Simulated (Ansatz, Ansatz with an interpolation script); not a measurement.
# Ga2O3 (C2/m): quasiparticle bands by Wannier interpolation, part 3 of 3

G0W0 gives levels on a mesh alone; what do the bands of Ga2O3 (C2/m) look like between the points?

Ansatz 0.2.0; LDA, Wannier functions and G0W0, plane waves, PAW. Known limits of the many-body steps: not at the basis limit; no spin-orbit coupling; coarse k mesh.

So far. Step 3 (Wannier functions (Ga:4s Ga:4p O:2p) on 8×8×4): Near the gap the model misses directly solved bands by 0.7 meV r.m.s. and by 13 meV at most in the window tested. This tests the starting bands, not the corrections carried with them. Step 4 (G0W0 at every point of the mesh: 4×4×2 mesh, 479 empty …): The gap on the mesh goes from 2.33 eV to 4.24 eV, a correction of +1.91 eV.

### Step 5. Interpolating the corrections

A script adds the corrections, carried to the Wannier functions and back, to the LDA levels, along the path and on a 18×18×9 mesh.

- G0W0 gap over the zone: 4.225 eV
- conduction bottom at: Γ
- starting gap over the zone: 2.319 eV
- least direct G0W0 gap: 4.275 eV
- G0W0 gap on the mesh: 4.244 eV
- valence width, start: 7.159 eV
- valence width, G0W0: 7.266 eV
- gap by a rigid shift: 4.228 eV

Levels solved directly plus the interpolated quasiparticle correction. Limits: finite bands, cutoff and mesh; no spin-orbit coupling; coarse k mesh. Quasiparticle bands along the path, in eV, zero at the valence-band top of each set:

```
     point  band 41  band 42  band 43  band 44  band 45
         Γ    -0.63    -0.50    -0.27    -0.05     4.23
   halfway    -1.16    -0.82    -0.71    -0.10     6.92
         C    -0.88    -0.82    -0.55    -0.24     7.73
jump to C2    -0.88    -0.82    -0.55    -0.24     7.73
   halfway    -0.87    -0.61    -0.49    -0.18     7.42
        Y2    -0.68    -0.66    -0.46    -0.24     6.57
   halfway    -0.69    -0.64    -0.63    -0.13     5.11
         Γ    -0.63    -0.50    -0.27    -0.05     4.23
   halfway    -0.68    -0.59    -0.57    -0.06     5.49
        M2    -0.67    -0.63    -0.60    -0.02     7.26
   halfway    -0.95    -0.89    -0.70    -0.17     8.43
         D    -1.28    -1.06    -0.99    -0.75     9.06
jump to D2    -1.28    -1.06    -0.99    -0.75     9.06
   halfway    -1.20    -0.88    -0.49    -0.49     7.97
         A    -0.75    -0.59    -0.49    -0.34     6.78
   halfway    -0.61    -0.56    -0.52    -0.26     5.19
         Γ    -0.63    -0.50    -0.27    -0.05     4.23
jump to L2    -1.27    -1.23    -0.86    -0.78     9.04
   halfway    -1.11    -0.92    -0.50    -0.35     7.18
         Γ    -0.63    -0.50    -0.27    -0.05     4.23
   halfway    -1.14    -0.83    -0.59    -0.10     6.75
        V2    -0.79    -0.78    -0.50    -0.25     7.55
```

The same for LDA:

```
point  band 41  band 42  band 43  band 44  band 45
    Γ    -0.68    -0.49    -0.30    -0.03     2.32
    C    -0.87    -0.78    -0.50    -0.13     5.59
   C2    -0.87    -0.78    -0.50    -0.13     5.59
   Y2    -0.69    -0.69    -0.44    -0.17     4.46
    Γ    -0.68    -0.49    -0.30    -0.03     2.32
   M2    -0.67    -0.63    -0.62    -0.02     5.08
    D    -1.17    -0.92    -0.89    -0.65     6.76
   D2    -1.17    -0.92    -0.89    -0.65     6.76
    A    -0.68    -0.65    -0.52    -0.32     4.68
    Γ    -0.68    -0.49    -0.30    -0.03     2.32
   L2    -1.15    -1.08    -0.77    -0.67     6.74
    Γ    -0.68    -0.49    -0.30    -0.03     2.32
   V2    -0.79    -0.75    -0.48    -0.13     5.46
```

Minima of the lowest conduction band, from levels solved directly at the displaced points, plus the interpolated correction; masses are left empty at degenerate points, on flat bands and where the interpolated correction rules the curvature; G0W0 masses are rough. Conduction valleys, by row:

```
point  k (reciprocal lattice)  valleys in the zone  G0W0 level above the valence top (eV)  LDA level above the valence top (eV)  G0W0 principal masses (m_e)  LDA principal masses (m_e)
    Γ       0.000 0.000 0.000                    1                                  4.225                                 2.319            0.241 0.255 0.261           0.229 0.239 0.250
```

Second differences of levels solved directly at the displaced points, plus the interpolated correction, at the quasiparticle band edges; no spin-orbit coupling; left empty where the band is flat or the interpolated correction rules the curvature. Effective masses, by row:

```
 carrier               point  Cartesian direction  band  LDA mass (m_e)  G0W0 mass (m_e)
    hole  -0.452 0.453 0.500                  100    44           3.614             3.89
    hole  -0.452 0.453 0.500                  010    44           3.631            2.798
    hole  -0.452 0.453 0.500                  001    44           4.553            5.069
    hole  -0.452 0.453 0.500                  110    44           3.776            3.378
    hole  -0.452 0.453 0.500                  111    44           4.076            3.566
electron                   Γ                  100    45           0.237            0.258
electron                   Γ                  010    45           0.249            0.255
electron                   Γ                  001    45           0.229            0.243
electron                   Γ                  110    45           0.243            0.256
electron                   Γ                  111    45            0.24            0.256
```

The density of states has structure finer than the step of the table below, so its rows give means over 0.5 eV, whole bins alone (the curve runs from -8 to 8.2 eV). Peaks (eV: height): G0W0 -6.30: 4.60, -2.30: 7.02, -0.70: 10.3; LDA -6.20: 4.28, -2.20: 7.37, -0.70: 10.6, 6.60: 3.34.

Wannier model on a dense mesh, Gaussian width 0.15 eV. Limits: finite bands, cutoff and mesh; no spin-orbit coupling; coarse k mesh. The density of states by energy, zero at the valence-band top of each set; means over each step; values in states/eV/cell:

```
energy (eV)     G0W0      LDA
       -7.5    0.116   0.0340
       -7.0     1.98     1.54
       -6.5     3.89     3.50
       -6.0     4.07     4.18
       -5.5     2.78     2.68
       -5.0     3.19     3.17
       -4.5     3.53     3.22
       -4.0     4.72     4.39
       -3.5     5.37     5.64
       -3.0     5.50     5.60
       -2.5     6.06     6.10
       -2.0     5.57     6.13
       -1.5     6.62     6.46
       -1.0     9.06     9.25
       -0.5     7.44     7.64
        0.0     2.10     2.48
        0.5  0.00402  0.00572
        1.0        0        0
        1.5        0        0
        2.0        0  0.00100
        2.5        0   0.0416
        3.0        0    0.119
        3.5        0    0.208
        4.0  0.00303    0.337
        4.5   0.0545    0.530
        5.0    0.126    0.822
        5.5    0.192     1.79
        6.0    0.295     2.81
        6.5    0.450     3.21
        7.0    0.630     2.96
        7.5     1.22     3.07
```

Corrections by starting level (eV, on the run's own energy scale, so only their differences matter):

```
start  correction
-7.13       −0.95
-6.12       −0.92
-5.13       −0.97
-4.36       −0.92
-3.68       −0.96
-3.20       −1.00
-2.65       −0.94
-2.21       −0.89
-1.86       −0.90
-1.31       −0.92
-0.95       −0.85
-0.68       −0.87
-0.53       −0.89
-0.08       −0.88
 2.33       +1.07
 6.00       +1.40
 7.58       +1.48
```

### Step 6. LDA+SOC bands, for comparison

The many-body steps leave out spin-orbit coupling, so its effect is taken from a two-component run, with twice the bands.

This step: DFT, LDA with spin-orbit coupling, plane waves, PAW; PAW set soft_1.

The input, input.yaml:

```yaml
crystal:
  lattice:
    - [6.107, -1.51855, 0.0]
    - [6.107, 1.51855, 0.0]
    - [-1.3859889, 0.0, 5.63000874]
  atoms:
    - { symbol: Ga, position: [0.0905, 0.0905, 0.7946] }
    - { symbol: Ga, position: [0.9095, 0.9095, 0.2054] }
    - { symbol: Ga, position: [0.65866, 0.65866, 0.31402] }
    - { symbol: Ga, position: [0.34134, 0.34134, 0.68598] }
    - { symbol: O, position: [0.1645, 0.1645, 0.1098] }
    - { symbol: O, position: [0.8355, 0.8355, 0.8902] }
    - { symbol: O, position: [0.1733, 0.1733, 0.5632] }
    - { symbol: O, position: [0.8267, 0.8267, 0.4368] }
    - { symbol: O, position: [0.4959, 0.4959, 0.2566] }
    - { symbol: O, position: [0.5041, 0.5041, 0.7434] }
kpoints:
  mp_grid: { grid: [4, 4, 2] }
  band_path:
    path:
      - [[0.0, 0.0, 0.0], [-0.2663944, 0.2663944, 0.0]]
      - [[-0.7336056, -0.2663944, 0.0], [-0.5, -0.5, 0.0], [0.0, 0.0, 0.0], [-0.5, -0.5, 0.5], [-0.74186107, -0.25813893, 0.5]]
      - [[-0.25813893, 0.25813893, 0.5], [0.0, 0.0, 0.5], [0.0, 0.0, 0.0]]
      - [[-0.5, 0.0, 0.5], [0.0, 0.0, 0.0], [-0.5, 0.0, 0.0]]
    npoints: 10
hamiltonian:
  xc: lda
  pseudopotentials: { kind: paw_fr, azcp: { folder: soft_1 }, xc_functional: pbe }
scf:
  occupations: { method: fermi_dirac, width: 0.02 }
  n_extra_bands: 14
magnetization:
  noncollinear: true
  spin_orbit: true
output:
  eigenvalues: true
```

Started as:

```console
ansatz run input.yaml --threads 3 --pin off --max-ram 92160MiB --backend cuda --events-out ev --progress --plain --runs-dir out --devices 1 --max-vram 13GiB
```

Numbers of over 12 decimals in the logs are rounded to 6 here.

What it wrote:

```text
[...]
GPUs: using 1 of 1 available (devices: 1).
[...]
non-collinear run that drives no moment, with spin-orbit: no starting moment large enough to seed its density (crystal.atoms[].spin), no starting occupations that ask for one, no magnetisation constraint and no magnetic field, so the semilocal B_xc is pinned to zero
[...]
GPU FFT provider: cuFFT
GPU libraries: cuBLAS 13.8.2, cuFFT 12.4.0, cuSOLVER 12.3.4
Crystal: 10 atoms, lattice volume = 104.423 Å³
Basis set: ecut = 420 eV, 2037 PW (Γ), FFT grids on a1−a2, a2, a3
Bands: 102, of which v1, the nominal top of the filled ones, is band 88 counted from 1 (87 counted from 0)
Symmetry: 4 space group operations + 4 with time reversal
[...]
k-points: 14 of 32
Projection manifold: j_resolved (fully-relativistic pseudo-atomic orbitals)
[...]
GPU buffer pool allocated for 43200 grid points (all kernels)
[...]
SCF iter   1: F=—  HF=-18166.541474 eV  |F-HF|=—  |Δ(HF+E_count)|=         —  Δρ=1.16e-1  dr2=6.44e0  dr2_m=0.00e0 (ungated)  ethr=3.10e-3  |M|=0.00e0 ∫|m|=0.00e0 μB  |m|>n=0.0e0 m-floor=0.0e0 τ_xc=0.0e0  β_m=0.30  ⟨swp⟩=5.9  Hψ=2779  notcnv=0  defer=24
[...]
spin=Noncollinear: Resta preconditioning applied to the charge; magnetization (m_x, m_y, m_z) channels mix plain (no charge-response kernel on spin).
SCF iter   2: F=—  HF=-18165.346177 eV  |F-HF|=—  |Δ(HF+E_count)|=    1.20e0  Δρ=7.66e-2  dr2=2.89e0  dr2_m=0.00e0 (ungated)  ethr=3.10e-3  |M|=0.00e0 ∫|m|=0.00e0 μB  |m|>n=0.0e0 m-floor=0.0e0 τ_xc=0.0e0  β_m=0.59  ⟨swp⟩=3.0  Hψ=1266  notcnv=0  defer=116
[...]
SCF iter  10: F=-18164.175452 eV  HF=-18164.175452 eV  |F-HF|=9.35e-9  |Δ(HF+E_count)|=   2.30e-8  Δρ=4.74e-6  dr2=1.74e-8  dr2_m=0.00e0 (ungated)  ethr=1.14e-10  |M|=0.00e0 ∫|m|=0.00e0 μB  |m|>n=0.0e0 m-floor=0.0e0 τ_xc=0.0e0  ⟨swp⟩=10.2  Hψ=2564  notcnv=0
SCF 1 converged in 10 iterations: F = -18164.175452 eV  dr2 = 1.74e-8
[...]
SCF converged after 10 iterations
Magnetization: |M| = 0.0000 μB,  M = (+0.0000, +0.0000, +0.0000) μB
Absolute magnetization: 0.0000 μB (∫|m|)
  site 0: m = (+0.0000, +0.0000, +0.0000) μB, |m| = 0.0000 μB  (R = 0.76 Å)
  site 1: m = (+0.0000, +0.0000, +0.0000) μB, |m| = 0.0000 μB  (R = 0.76 Å)
  site 2: m = (+0.0000, +0.0000, +0.0000) μB, |m| = 0.0000 μB  (R = 0.80 Å)
  site 3: m = (+0.0000, +0.0000, +0.0000) μB, |m| = 0.0000 μB  (R = 0.80 Å)
  site 4: m = (+0.0000, +0.0000, +0.0000) μB, |m| = 0.0000 μB  (R = 0.76 Å)
  site 5: m = (+0.0000, +0.0000, +0.0000) μB, |m| = 0.0000 μB  (R = 0.76 Å)
  site 6: m = (+0.0000, +0.0000, +0.0000) μB, |m| = 0.0000 μB  (R = 0.77 Å)
  site 7: m = (+0.0000, +0.0000, +0.0000) μB, |m| = 0.0000 μB  (R = 0.77 Å)
  site 8: m = (+0.0000, +0.0000, +0.0000) μB, |m| = 0.0000 μB  (R = 0.76 Å)
  site 9: m = (+0.0000, +0.0000, +0.0000) μB, |m| = 0.0000 μB  (R = 0.76 Å)
Free energy (F): -18164.175452 eV
[...]
Internal energy: -18164.175452 eV  (E = F + TS)
E sigma→0 (E₀):  -18164.175452 eV
Fermi energy:    8.974213 eV
[...]
--- Band table (eV; the first three rows and the last of 14) ---
  k-point 0: bands = [... 84 lower, 7.5125, 7.5125, 7.7836, 7.7836, 10.1339, 10.1339, 13.3615, 13.3615, ... 10 higher]
  k-point 1: bands = [... 84 lower, 7.2925, 7.2925, 7.4993, 7.4993, 12.4932, 12.4932, 12.6105, 12.6105, ... 10 higher]
  k-point 2: bands = [... 84 lower, 7.2708, 7.2708, 7.7597, 7.7597, 12.4517, 12.4517, 13.9532, 13.9532, ... 10 higher]
  k-point 13: bands = [... 84 lower, 7.1984, 7.1984, 7.7989, 7.7989, 12.8983, 12.8983, 13.0129, 13.0129, ... 10 higher]
```

Wall time 16 s (1 × NVIDIA H100 80GB HBM3 (shared by 6 runs) with 3 threads of AMD EPYC 7R13 (Zen 3), shared host); peak memory 1.6 GiB.

Numbers from this step:

```
filled bands         : 88
gap                  : 2.320 eV
valence top at       : k = (-0.548, -0.452, 0.500)
conduction bottom at : Γ
least direct gap     : 2.350 eV
```

The gap is that of LDA.

### Step 7. Outcome

| Item | Value |
| --- | --- |
| LDA gap | 2.32 eV |
| G0W0 gap over the zone | 4.22 eV, indirect |
| least direct G0W0 gap, in the model | 4.27 eV |
| with the spin-orbit change | 4.23 eV |
| GW settings | 4×4×2 mesh, 479 empty bands, screening to 160 eV, PAW set soft_1 files |
| known limits | not at the basis limit; no spin-orbit coupling; coarse k mesh |

**Reading.** The Wannier model follows the LDA bands to under 1 meV r.m.s. near the gap. The G0W0 gap over the zone is 4.22 eV, indirect, from k = (-0.453, 0.453, 0.500) to Γ; on the mesh alone it is 4.24 eV, and a rigid shift of the LDA bands would give 4.23 eV. The valence width in the model goes from 7.16 eV to 7.27 eV. At the band edge the lightest electron mass is 0.23 m_e at the start and 0.24 m_e in G0W0; the G0W0 masses rest on corrections from the 4×4×2 mesh alone and are rough. LDA+SOC gives a gap of 2.32 eV on the same path, a spin-orbit change of +0.001 eV that would bring the G0W0 gap to 4.23 eV. Against experiment, by G0W0@LDA with the spin-orbit change: the direct gap of 4.27 eV lies −0.62 eV from the measured 4.89 eV (direct, on 4H-SiC, 2020); the direct gap of 4.27 eV lies −0.61 eV from the measured 4.88 eV (direct, on c-plane sapphire, 2020); the gap of 4.23 eV lies −0.27 eV from the measured 4.5 eV (optical, on Al2O3, 2024); the direct gap of 4.27 eV lies −0.71 eV from the measured 4.98 eV (direct, on sapphire, 2020); the direct gap of 4.27 eV lies −0.86 eV from the measured 5.135 eV (direct, 300 K, 2020). An exciton line or allowed optical edge lies below the quasiparticle gap by the binding energy; a forbidden edge can push the onset above it. The calculation has static nuclei and no excitons; a measured gap holds zero-point and thermal motion, which mostly lowers it. Against the values above the computed gap that would widen the miss. An edge that is forbidden or weak in absorption could explain it, and so could too strong a screening: the start's gap is only 2.33 eV, the mesh is coarse, and one shot does not repair that. Bands and cutoff are finite, so the gap is not at the basis limit. The miss can reach some tenths of an eV and take either sign; the mesh is an error of its own. Beside the filled d shell of Ga, one-shot G0W0 from a semilocal start often leaves the gap short. Above the frozen window of the model the interpolated levels need not meet the computed ones, even at points of the mesh. The 4×4×2 mesh is coarse for this cell (its supercell is 12 Å along the shortest edge). The RPA ε∞ on it, from the LDA start, is 4.09, 4.30 and 4.58; such meshes misread the long-range screening, most where the gap is narrow.

[Paths, hosts, dates, memory and timing lines, banners, echoed tables and standing remarks are left out of the program output.]

[Logs are printed without paths, hosts, clocks, repeated set-up lines and the standing remarks that a program may print on its own settings, such as how far it seeks lower states.]

[Runs of the session that timed out or met a known fault of the program may be left out.]

[Hosts, paths, dates, database ids (printed as entryN), source tags and the programs' standing remarks are cut or masked in the printed files.]
